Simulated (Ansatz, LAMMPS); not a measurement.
# Relaxing poly(vinylidene fluoride) with Li+ BF4- (capped chains of 10 units), from a frame at 300 K (142 atoms), part 2 of 3

Wanted: the relaxed structure of poly(vinylidene fluoride) with Li+ BF4- (capped chains of 10 units), from a frame at 300 K (142 atoms) and its electronic structure.

Ansatz 0.2.0; Kohn-Sham DFT, LDA, PAW (set soft_2), plane waves.

The cell: 44 C, 44 F, 52 H, 1 B and 1 Li. The network of contacts between molecules at the start is that of the classical potential that made the cell. The functional has no dispersion term. The density was typed from a rule of thumb and may lie off the real one at this temperature. The Brillouin zone is sampled at Γ only, in a cell whose shortest periodic width is 11 Å.

So far. Step 3 (Single point at the start): Neighbours are counted within 1.34 Å (H-C), 1.85 Å (C-C), 1.62 Å (C-F), 1.72 Å (F-B), 2.27 Å (F-Li).

### Step 4. Relaxation

The atoms are relaxed in the fixed cell, aiming at the force tolerance of the input.

input.yaml

```yaml
crystal:
  lattice:
    - [11.21675, 0.0, 0.0]
    - [0.0, 11.21675, 0.0]
    - [0.0, 0.0, 11.21675]
  atoms:
    [... the 142 atom lines of step 3 ...]
kpoints:
  mp_grid: { grid: [1, 1, 1] }
hamiltonian:
  xc: lda
scf:
  occupations: { method: gaussian, width: 0.05 }
output:
  forces: true
relax:
  f_tol: 0.05
  max_steps: 200
```

Started as:

```bash
$ ansatz run input.yaml --threads 4 --pin off --max-ram 8192MiB --backend cpu --events-out ev --progress --plain --runs-dir out
```

Numbers of over 12 decimals in the logs are rounded to 6 here.

What it wrote:

```text
[...]
Crystal: 142 atoms, lattice volume = 1411.241 Å³
Basis set: ecut = 420 eV, 27609 PW (Γ)
Bands: 413, of which v1, the nominal top of the filled ones, is band 271 counted from 1 (270 counted from 0)
Symmetry: 1 space group operations
[...]
k-points: 1
[...]
SCF iter   1: F=—  HF=-46771.019759 eV  |F-HF|=—  |Δ(HF+E_count)|=         —  Δρ=1.15e-2  dr2=1.44e0  ethr=1.77e-3  ⟨swp⟩=6.0  Hψ=1616  notcnv=0  defer=109
[...]
SCF iter   7: F=-46770.501066 eV  HF=-46770.501059 eV  |F-HF|=7.79e-6  |Δ(HF+E_count)|=   1.82e-6  Δρ=3.03e-5  dr2=1.21e-5  ethr=1.15e-8  ⟨swp⟩=2.0  Hψ=1231  notcnv=0
SCF 1 converged in 7 iterations: F = -46770.501066 eV  dr2 = 1.21e-5
[...]
relax step   1: F+E_penalty+E_count = -46770.50106632 eV  Δ(F+E_penalty+E_count) = +0.000e0 eV  max|allowed force component| = 3.754e0 eV/Å  Δτ_max = 0.0000 Å  (7 SCF iters, dr2 threshold 6.25e-5 eV, accepted)
[...]
relax step   2: F+E_penalty+E_count = -46775.56741446 eV  Δ(F+E_penalty+E_count) = -5.066e0 eV  max|allowed force component| = 1.419e0 eV/Å  Δτ_max = 0.1907 Å  (6 SCF iters, dr2 threshold 1.00e-4 eV, accepted)
[...]
relax step   3: F+E_penalty+E_count = -46776.73071173 eV  Δ(F+E_penalty+E_count) = -1.163e0 eV  max|allowed force component| = 1.005e0 eV/Å  Δτ_max = 0.1903 Å  (6 SCF iters, dr2 threshold 1.00e-4 eV, accepted)
relax step   4: F+E_penalty+E_count = -46776.99543852 eV  Δ(F+E_penalty+E_count) = -2.647e-1 eV  max|allowed force component| = 5.747e-1 eV/Å  Δτ_max = 0.2000 Å  (6 SCF iters, dr2 threshold 1.00e-4 eV, accepted)
relax step   5: F+E_penalty+E_count = -46777.16364294 eV  Δ(F+E_penalty+E_count) = -1.682e-1 eV  max|allowed force component| = 4.607e-1 eV/Å  Δτ_max = 0.1949 Å  (6 SCF iters, dr2 threshold 1.00e-4 eV, accepted)
relax step   6: F+E_penalty+E_count = -46777.24564148 eV  Δ(F+E_penalty+E_count) = -8.200e-2 eV  max|allowed force component| = 3.692e-1 eV/Å  Δτ_max = 0.1699 Å  (6 SCF iters, dr2 threshold 6.94e-5 eV, accepted)
relax step   7: F+E_penalty+E_count = -46777.30227432 eV  Δ(F+E_penalty+E_count) = -5.663e-2 eV  max|allowed force component| = 4.106e-1 eV/Å  Δτ_max = 0.1632 Å  (6 SCF iters, dr2 threshold 8.75e-5 eV, accepted)
relax step   8: F+E_penalty+E_count = -46777.34909011 eV  Δ(F+E_penalty+E_count) = -4.682e-2 eV  max|allowed force component| = 3.959e-1 eV/Å  Δτ_max = 0.1326 Å  (6 SCF iters, dr2 threshold 1.00e-4 eV, accepted)
relax step   9: F+E_penalty+E_count = -46777.39228986 eV  Δ(F+E_penalty+E_count) = -4.320e-2 eV  max|allowed force component| = 3.558e-1 eV/Å  Δτ_max = 0.1804 Å  (6 SCF iters, dr2 threshold 1.00e-4 eV, accepted)
relax step  10: F+E_penalty+E_count = -46777.41859676 eV  Δ(F+E_penalty+E_count) = -2.631e-2 eV  max|allowed force component| = 3.794e-1 eV/Å  Δτ_max = 0.1952 Å  (6 SCF iters, dr2 threshold 1.00e-4 eV, accepted)
relax step  11: F+E_penalty+E_count = -46777.44513332 eV  Δ(F+E_penalty+E_count) = -2.654e-2 eV  max|allowed force component| = 3.466e-1 eV/Å  Δτ_max = 0.1674 Å  (5 SCF iters, dr2 threshold 1.00e-4 eV, accepted)
relax step  12: F+E_penalty+E_count = -46777.46807946 eV  Δ(F+E_penalty+E_count) = -2.295e-2 eV  max|allowed force component| = 3.840e-1 eV/Å  Δτ_max = 0.1950 Å  (5 SCF iters, dr2 threshold 1.00e-4 eV, accepted)
relax step  13: F+E_penalty+E_count = -46777.48061687 eV  Δ(F+E_penalty+E_count) = -1.254e-2 eV  max|allowed force component| = 2.023e-1 eV/Å  Δτ_max = 0.1090 Å  (5 SCF iters, dr2 threshold 1.00e-4 eV, accepted)
relax step  14: F+E_penalty+E_count = -46777.48817499 eV  Δ(F+E_penalty+E_count) = -7.558e-3 eV  max|allowed force component| = 9.086e-2 eV/Å  Δτ_max = 0.0944 Å  (6 SCF iters, dr2 threshold 1.14e-5 eV, accepted)
relax step  15: F+E_penalty+E_count = -46777.49196873 eV  Δ(F+E_penalty+E_count) = -3.794e-3 eV  max|allowed force component| = 4.719e-2 eV/Å  Δτ_max = 0.0858 Å  (8 SCF iters, accepted)
[...]
relax step  16: F+E_penalty+E_count = -46777.49381007 eV  Δ(F+E_penalty+E_count) = -1.841e-3 eV  max|allowed force component| = 4.492e-2 eV/Å  Δτ_max = 0.0517 Å  (8 SCF iters, accepted)
SCF converged after 8 iterations
Free energy (F): -46777.493810 eV
[...]
Internal energy: -46777.493810 eV  (E = F + TS)
E sigma→0 (E₀):  -46777.493810 eV
Fermi energy:    2.201221 eV
[...]
--- Forces (eV/Å), atoms counted from 1 ---
  atom   1  C     -0.01965178     0.00891371     0.00248324
  atom   2  C      0.01905182    -0.01010125     0.00179723
  atom   3  C     -0.00849596     0.00170015    -0.00716095
  atom   4  F      0.00656893     0.00926823     0.00714918
  atom   5  F     -0.00185910    -0.00749325     0.00870179
  atom   6  C      0.00097444    -0.00350070    -0.00592462
  atom   7  C      0.00921729     0.00649321     0.00768307
  atom   8  F      0.00010484     0.00017005    -0.00184048
  atom   9  F     -0.00199702    -0.00126578    -0.00262732
  atom  10  C     -0.00972354    -0.01011641    -0.00026708
  atom  11  C     -0.00057111     0.00854011    -0.00535505
  atom  12  F      0.00072958    -0.00392837     0.00302796
  atom  13  F      0.00263496    -0.00716723    -0.00370392
  atom  14  C     -0.00300308     0.00583615    -0.00143935
[...]
atom 141  F     -0.00545531    -0.00365481    -0.01005388
  atom 142  Li     0.00839172     0.00650142    -0.00274785
  max |Σ_I F_I| component: 5.76e-4 eV/Å
--- Relaxed structure (16 steps of the walk, 16 accepted, 0 SCFs on fresh bases) ---
  F+E_penalty+E_count = -46777.49381007 eV   max|allowed force component| = 4.492e-2 eV/Å
  atoms:
    - { symbol: C, position: [0.578131, 0.646202, 0.701286] }
    - { symbol: C, position: [0.563241, 0.762466, 0.635237] }
    - { symbol: C, position: [0.439060, 0.811344, 0.636662] }
    - { symbol: F, position: [0.363524, 0.732216, 0.580451] }
[...]
- { symbol: Li, position: [0.955303, 0.511937, 0.740700] }
```

Run time: 3 min. Hardware: 4 threads of Arm Neoverse V1, shared host; peak memory 1.7 GiB.

The steps of the relaxation:

```csv
step,energy less that of the first step (eV),largest force component (eV/Å)
1,0.0000,3.7543
2,-5.0663,1.4191
3,-6.2296,1.0054
4,-6.4944,0.5747
5,-6.6626,0.4607
6,-6.7446,0.3692
7,-6.8012,0.4106
8,-6.8480,0.3959
9,-6.8912,0.3558
10,-6.9175,0.3794
11,-6.9441,0.3466
12,-6.9670,0.3840
13,-6.9796,0.2023
14,-6.9871,0.0909
15,-6.9909,0.0472
16,-6.9927,0.0449
```

The atoms that moved most (Å):

```csv
atom,dx,dy,dz,length
F140,-0.239,-1.319,0.185,1.354
F139,1.131,-0.645,0.270,1.329
H66,0.879,0.352,-0.124,0.955
H67,0.215,-0.340,0.851,0.941
H47,0.634,-0.590,0.093,0.871
F101,0.055,-0.168,0.810,0.829
H64,-0.655,0.338,-0.336,0.810
F8,0.233,-0.092,-0.761,0.801
```

The relaxation changed the energy by -49.2 meV/atom, and atoms moved by 0.47 Å r.m.s., 1.4 Å at most.

### Step 5. Local order after relaxation

Bonds before and after, by the cutoffs listed below:

```csv
pair,bonds before,bonds after,mean before (Å),mean after (Å),spread before (Å),spread after (Å)
H-C,52,52,1.093,1.102,0.031,0.002
C-C,42,42,1.516,1.505,0.026,0.006
C-F,40,40,1.360,1.370,0.026,0.012
F-B,4,4,1.408,1.398,0.016,0.025
F-Li,5,5,2.028,1.948,0.201,0.059
```

Density 1.69 g/cm³, 9.938 Å³ an atom.

g(r), total and by pair (bins of 0.2 Å):

```csv
r (Å),total,H-H,H-C,H-F,H-B,H-Li,C-C
1.00,0.14,0.00,0.64,0.00,0.00,0.00,0.00
1.20,2.15,0.00,9.50,0.00,0.00,0.00,0.00
1.40,1.44,0.00,0.00,0.00,0.00,0.00,1.60
1.60,0.86,0.00,0.00,0.00,0.00,0.00,9.00
1.80,0.58,4.21,0.00,0.00,0.00,0.00,0.00
2.00,0.12,0.10,0.17,0.06,0.00,0.00,0.00
2.20,1.71,0.17,4.80,1.20,0.00,0.00,0.00
2.40,1.38,1.00,0.00,2.02,0.00,0.00,0.00
2.60,1.52,1.85,0.38,2.94,1.56,0.00,3.55
2.80,1.12,0.59,2.03,1.13,0.00,0.00,0.00
3.00,0.89,0.60,0.77,0.77,2.40,0.00,0.31
3.20,0.96,0.95,0.36,1.86,0.00,1.07,0.68
3.40,0.82,0.83,1.13,0.73,0.97,3.63,0.15
3.60,0.71,0.67,0.63,0.66,2.45,0.82,0.09
3.80,0.86,1.80,0.70,0.69,0.00,0.00,0.74
4.00,0.84,0.63,0.85,0.98,1.31,0.00,0.70
4.20,0.95,0.90,0.96,0.85,0.64,1.27,0.63
4.40,0.92,0.88,0.84,0.88,1.10,2.23,0.87
4.60,1.06,0.76,1.17,1.07,0.49,2.06,1.43
4.80,1.08,1.29,0.97,1.12,0.46,1.93,1.05
5.00,1.03,0.97,1.09,1.08,1.73,0.43,0.94
5.20,1.03,0.97,0.95,1.06,0.40,2.40,1.29
5.40,1.06,1.03,0.96,0.92,1.11,1.10,1.33
```

Bonds by pair of elements; cutoffs follow the first minimum of g(r), held within bounds set by covalent radii, and pairs that aren't listed don't count as bonded:

```csv
pair A-B,cutoff (Å),bonds,mean length (Å),spread (Å),shortest (Å),B about A,A about B
H-C,1.34,52,1.10,0.002,1.10,1,1.18
C-C,1.85,42,1.50,0.006,1.49,1.91,1.91
C-F,1.62,40,1.37,0.012,1.35,0.909,0.909
F-B,1.72,4,1.40,0.025,1.37,0.091,4
F-Li,2.46,5,1.95,0.059,1.89,0.114,5
```

How many atoms have how many bonded neighbours:

```csv
element,mean,1,2,4,5
B,4,0,0,1,0
C,4,0,0,44,0
F,1.11,39,5,0,0
H,1,52,0,0,0
Li,5,0,0,0,1
```

Bond angles, per cent of each kind in bins of 5°:

```csv
angle (°),C-C-H,C-C-F,C-C-C,H-C-H,F-C-F
100–105,0.0,0.0,0.0,0.0,45.0
105–110,85.9,80.0,0.0,96.9,55.0
110–115,14.1,20.0,25.0,3.1,0.0
115–120,0.0,0.0,75.0,0.0,0.0
```

Bond angles (no mean is given where the spread exceeds 20°):

```csv
angle,count,mean (°),spread (°)
C-C-H,92,108,1.5
C-C-F,80,109,1.5
C-C-C,40,116,1.7
H-C-H,32,108,1.1
F-C-F,20,105,0.6
```

Bond length by coordination (bonds to H left out):

```csv
element,coordination,atoms,mean bond length (Å)
F,1,39,1.37
F,2,5,1.68
```

First main peaks of g(r), for some of the pairs, lie near 1.8 Å (H-H), 1.1 Å (H-C), 2.5 Å (H-F), 3.5 Å (H-Li) and 1.5 Å (C-C). With the cutoffs above, all B atoms have 4, all C atoms have 4, 89 % of F atoms have 1 and all H atoms have 1 bonded neighbour. The C-C-H angle averages 108° with a spread of 1.5°.

(Continued in part 3 of 3.)

[Logs are printed without paths, hosts, clocks, repeated set-up lines and the standing remarks that a program may print on its own settings, such as how far it seeks lower states.]

[Hosts, paths, dates, database ids (printed as entryN), source tags and the programs' standing remarks are cut or masked in the printed files.]
